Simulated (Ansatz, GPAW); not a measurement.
# benzene-1,3-dithiol between two Pt chains: relaxation, then transmission at several levels, part 2 of 2

Aim: the conductance of benzene-1,3-dithiol between two Pt chains after relaxation, and whether geometry, basis or functional moves it most.

GPAW 26.7.0 and Ansatz 0.2.0; Ansatz plane waves; relaxation of the junction with the lead ends held (the session's first sound run).

So far, transmission at the Fermi level (one spin): step 4 (GPAW, dzp, PBE, GPAW) 0.0359; step 5 (basis szp(dzp), PBE, GPAW) 0.0132; step 6 (basis sz(dzp), PBE, GPAW) 0.0145; step 7 (RPBE) 0.0340; step 8 (the structure as built: geometry = "as built", PBE, GPAW) 0.0746.

**10. Comparison**

The curves are compared point by point over the common energies.

This step: comparison of transmission and cost over codes, levels and geometry (GPAW 26.7.0).

Ladder, by row:

```csv
step,code,T at the Fermi level (sum over the listed spins),conductance (G0),r.m.s. T(E) from the first,wall time (s),peak memory (GiB),threads
dzp,GPAW,0.03594,0.03657,0,692,2.74,1
szp,GPAW,0.01318,0.01476,0.06165,418.1,2.65,1
sz,GPAW,0.01447,0.01653,0.07664,346.1,2.58,1
dzp-RPBE,GPAW,0.03396,0.03457,0.02176,743.8,2.74,1
asbuilt,GPAW,0.07464,0.09581,0.2493,539.6,2.73,1
```

Table of transmission, zone mean, sum over the listed spins by energy, zero at the Fermi level:

```csv
energy (eV),dzp,szp,sz,dzp-RPBE,asbuilt
-2.000,0.0976,0.306,0.217,0.0992,0.238
-1.800,0.248,0.306,0.305,0.246,0.341
-1.725,0.317,0.435,0.171,0.284,0.0519
-1.675,0.851,0.345,0.207,0.832,0.0334
-1.650,0.514,0.251,0.236,0.624,0.0279
-1.625,0.214,0.338,0.102,0.380,0.0238
-1.600,0.0735,0.325,0.0718,0.130,0.0207
-1.400,0.0203,0.0241,0.0143,0.0221,0.0227
-1.200,0.139,0.0993,0.0217,0.147,0.0306
-1.100,0.305,0.119,0.0710,0.346,0.0548
-1.075,0.311,0.224,0.0863,0.249,0.0489
-1.000,0.0605,0.0518,0.187,0.0556,0.0224
-0.800,0.0304,0.0161,0.0188,0.0314,0.0142
-0.600,0.0515,0.0257,0.0211,0.0530,0.0172
-0.400,0.0565,0.0310,0.0260,0.0572,0.116
-0.200,0.0501,0.0333,0.0223,0.0520,0.996
0.000,0.0359,0.0132,0.0145,0.0340,0.0746
0.200,0.0110,0.0117,0.0178,0.0105,0.0130
0.400,0.00157,0.00837,0.00877,0.00149,0.00626
0.600,0.00157,0.00278,0.00251,0.00146,0.00478
0.800,0.00282,0.00471,0.00470,0.00255,8.7e-4
1.000,0.00715,0.00901,0.00839,0.00660,0.00945
1.200,0.00763,0.00930,0.00839,0.00772,0.356
1.400,0.00423,0.00543,0.00488,0.00456,0.332
1.600,0.00231,0.00303,0.00272,0.00249,0.228
1.800,0.00155,0.00206,0.00183,0.00164,0.195
2.000,0.00129,0.00174,0.00152,0.00135,0.194
```

**11. Temperature 150**

Temperature enters only through the Fermi window.

This step: GPAW LCAO, PAW setups; Landauer transmission from Green's functions with principal layers (ASE), zero bias (GPAW 26.7.0).

run.py

```python
import json
import numpy as np
from ase import Atoms
from ase.transport.calculators import TransportCalculator
from gpaw import GPAW, FermiDirac
from gpaw.lcao.tools import get_lcao_hamiltonian
from scipy.linalg import eigh

# The junction with lead layers at both ends, along the third cell vector
device = Atoms(
    ['Pt', 'Pt', 'Pt', 'Pt', 'Pt', 'Pt', 'Pt', 'Pt', 'S', 'H', 'C', 'C', 'H', 'C', 'C', 'H', 'C', 'C', 'H', 'S', 'Pt', 'Pt', 'Pt', 'Pt', 'Pt', 'Pt', 'Pt', 'Pt'],
    positions=[
        [9.13731, 4.73012, 1.20000],
        [9.13731, 4.73012, 3.60000],
        [9.13731, 4.73012, 6.00000],
        [9.13731, 4.73012, 8.40000],
        [9.13731, 4.73012, 10.80000],
        [9.13731, 4.73012, 13.20000],
        [9.22618, 6.30660, 14.97271],
        [8.83171, 5.37463, 17.14964],
        [8.87597, 6.09457, 19.16730],
        [11.41317, 4.79953, 18.34547],
        [10.47066, 5.93756, 19.91921],
        [11.55075, 5.25209, 19.32746],
        [9.79877, 7.08378, 21.63429],
        [10.62562, 6.53818, 21.17930],
        [12.77110, 5.17962, 19.99155],
        [13.60738, 4.65468, 19.52946],
        [12.93468, 5.77547, 21.24346],
        [11.85758, 6.45206, 21.84613],
        [13.89254, 5.72486, 21.76073],
        [12.19190, 7.31416, 23.36132],
        [10.70083, 6.95780, 24.86259],
        [10.87446, 5.56258, 26.79201],
        [9.13731, 4.73012, 28.17522],
        [9.13731, 4.73012, 30.57522],
        [9.13731, 4.73012, 32.97522],
        [9.13731, 4.73012, 35.37522],
        [9.13731, 4.73012, 37.77522],
        [9.13731, 4.73012, 40.17522]],
    cell=[[18.27462, 0.0, 0.0], [0.0, 9.46025, 0.0], [0.0, 0.0, 41.37522]],
    pbc=True)

# One principal layer of the lead: the first 5 atoms of the device
lead = Atoms(
    ['Pt', 'Pt', 'Pt', 'Pt', 'Pt'],
    positions=[
        [9.13731, 4.73012, 1.20000],
        [9.13731, 4.73012, 3.60000],
        [9.13731, 4.73012, 6.00000],
        [9.13731, 4.73012, 8.40000],
        [9.13731, 4.73012, 10.80000]],
    cell=[[18.27462, 0.0, 0.0], [0.0, 9.46025, 0.0], [0.0, 0.0, 12.0]],
    pbc=True)

settings = dict(mode='lcao', basis='dzp', xc='PBE', h=0.2,
                occupations=FermiDirac(0.1), maxiter=250,
                mixer=dict(beta=0.1, nmaxold=8, weight=100.0),
                convergence=dict(density=0.0001))
energies = np.arange(-2, 2 + 1e-9, 0.025)
eta = 0.0001
n1, n2 = 1, 1
# k and -k transmit alike, so half of the mesh across the current serves
mesh = [(i, j) for i in range(n1) for j in range(n2) if (i, j) <= (-i % n1, -j % n2)]
weights = np.array([1 if (i, j) == (-i % n1, -j % n2) else 2 for i, j in mesh]) / (n1 * n2)

# [... helper functions left out ...]
fermi_lead = ground_state(lead, (1, 1, 10), 'lead.txt')
fermi_device = ground_state(device, (1, 1, 2), 'device.txt')
# [... loop over the mesh left out, but for ...]
        # Shift the lead onto the potential of the device's first layer
        shift = ((H[:, 0, 0] - H0[:, 0, 0]) / S0[0, 0]).real.mean()
# [...]
kT = 8.617333e-5 * 150
bias = [0.1, 0.2, 0.5, 1.0, 1.5, 2.0]
# [... integrals and printing left out ...]
```

On the command line:

```bash
> OMP_NUM_THREADS=1 OPENBLAS_NUM_THREADS=1 python run.py
```

Wall time 11 min (1 thread of Arm Neoverse N1, shared host); peak memory 2.7 GiB.

Numbers from this step:

```
conductance                                 : 0.03606 G₀
thermopower                                 : 10.74 μV/K
largest misfit of the first principal layer : 0.1525 eV
shift that aligns the lead                  : -0.02005 eV
transmission at the Fermi level (one spin)  : 0.03594
```

One spin. Table of transmission, zone mean by energy, zero at the Fermi level:

```csv
energy (eV),"transmission, zone mean"
-2.000,0.0976
-1.900,0.217
-1.800,0.248
-1.700,0.518
-1.675,0.851
-1.600,0.0735
-1.500,0.0535
-1.400,0.0203
-1.300,0.00647
-1.200,0.139
-1.100,0.305
-1.075,0.311
-1.000,0.0605
-0.900,0.0355
-0.800,0.0304
-0.700,0.0393
-0.600,0.0515
-0.500,0.0623
-0.400,0.0565
-0.300,0.0583
-0.200,0.0501
-0.100,0.0537
0.000,0.0359
0.100,0.0258
0.200,0.0110
0.300,0.00294
0.400,0.00157
0.500,0.00169
0.600,0.00157
0.700,0.00107
0.800,0.00282
0.900,0.00501
1.000,0.00715
1.100,0.00828
1.200,0.00763
1.300,0.00589
1.400,0.00423
1.500,0.00306
1.600,0.00231
1.700,0.00184
1.800,0.00155
1.900,0.00138
2.000,0.00129
```

Not self-consistent under bias; the bias window is split evenly. Current through one cell, from the zero-bias transmission against bias:

```csv
bias (V),"current through one cell, from the zero-bias transmission (μA)"
0.100,0.281
0.200,0.577
0.500,1.39
1.000,2.57
1.500,3.53
2.000,4.35
```

Table of transmission of the three most open eigenchannels by energy, zero at the Fermi level:

```csv
energy (eV),channel 1,channel 2,channel 3
-2.000,0.0903,0.00734,0
-1.900,0.197,0.0195,3.3e-7
-1.800,0.239,0.00875,1.4e-5
-1.700,0.486,0.0314,9.8e-5
-1.600,0.0557,0.0177,2.8e-6
-1.500,0.0367,0.0166,9.5e-5
-1.400,0.0181,0.00214,7.3e-5
-1.300,0.00500,0.00132,1.4e-4
-1.200,0.136,0.00229,5.9e-4
-1.100,0.301,0.00351,2.4e-4
-1.000,0.0507,0.00956,2.3e-4
-0.900,0.0225,0.0128,2.8e-4
-0.800,0.0184,0.0117,2.8e-4
-0.700,0.0295,0.00945,3.4e-4
-0.600,0.0406,0.0105,4.2e-4
-0.500,0.0461,0.0152,9.8e-4
-0.400,0.0387,0.0165,0.00137
-0.300,0.0403,0.0163,0.00170
-0.200,0.0392,0.0108,1.3e-4
-0.100,0.0379,0.0157,5.3e-6
0.000,0.0327,0.00323,9.0e-7
0.100,0.0247,0.00107,2.3e-7
0.200,0.0103,6.3e-4,5.2e-8
0.300,0.00248,4.6e-4,2.1e-10
0.400,0.00150,7.0e-5,5.3e-10
0.500,0.00169,5.0e-6,9.7e-10
0.600,0.00157,3.5e-7,1.7e-9
0.700,0.00107,4.5e-9,1.0e-9
0.800,0.00282,7.7e-12,0
0.900,0.00501,6.6e-12,0
1.000,0.00715,5.6e-12,0
1.100,0.00828,4.7e-12,0
1.200,0.00763,3.9e-12,0
1.300,0.00589,3.2e-12,0
1.400,0.00423,2.5e-12,0
1.500,0.00306,1.9e-12,0
1.600,0.00231,1.3e-12,0
1.700,0.00184,0,0
1.800,0.00155,0,0
1.900,0.00138,0,0
2.000,0.00129,0,0
```

With these changes, and at 150 K in place of 300 K, the conductance is 0.0361 G₀ against 0.0366 in the dzp run; T at the Fermi level, which temperature doesn't enter, is 0.0359 against 0.0359.

**12. What came out**

| Property | Result |
| --- | --- |
| conductance | 0.0366 G₀ |
| transmission at the Fermi level, mean of the spins | 0.0359 |
| thermopower | 25.2 μV/K |

**Reading.** In the dzp basis the junction conducts 0.0366 G₀ at 300 K, with T = 0.0359 a spin at the Fermi level; no smaller basis tried comes within 10 % of that conductance. Relaxation moved atoms by up to 3.1 Å and took the conductance from 0.0958 to 0.0366 G₀, as a ratio about as much as the step from dzp to the minimal basis. The positive thermopower says that the thermally weighted transmission is larger below the Fermi level, as for hole-like transport. Measured against the first run (dzp), the nearest curve is that of dzp-RPBE (r.m.s. 0.022) and the farthest that of asbuilt (0.25). Over the compared runs wall time goes from 346 s (sz) to 744 s (dzp-RPBE), on a shared host. Moves of this size go well beyond a change of bond lengths: the free chain atoms or the scatterer took up a new arrangement, and the name in the title describes the start. The leads kept an estimated spacing and the cell its length, so the junction may be under some tension or compression. The run had no spin polarisation, so a magnetic state, which chains and small molecules with open shells often have, wasn't tested. Spin-orbit coupling is left out, which matters for the heavy atoms here. Semilocal functionals put molecular levels too near the Fermi level, so such conductances usually come out too high, and chain electrodes have a sharper density of states than real ones. Energies count from the junction cell's Fermi level; in the run with T = 0.0359 there, the aligned lead's own level lies at -0.020 eV, where T interpolates to 0.0380; the finite cell leaves the answer open by at least that much. An evenly spaced straight chain is an idealisation: free chains tend to dimerise, zigzag or, where a band edge lies near the Fermi level, turn magnetic. The currents use the zero-bias T(E) throughout, which holds only while the bias is small against the distance to the nearest feature.

[Logs are printed without paths, hosts, clocks, repeated set-up lines and the standing remarks that a program may print on its own settings, such as how far it seeks lower states.]

[Hosts, paths, dates, database ids (printed as entryN), source tags and the programs' standing remarks are cut or masked in the printed files.]
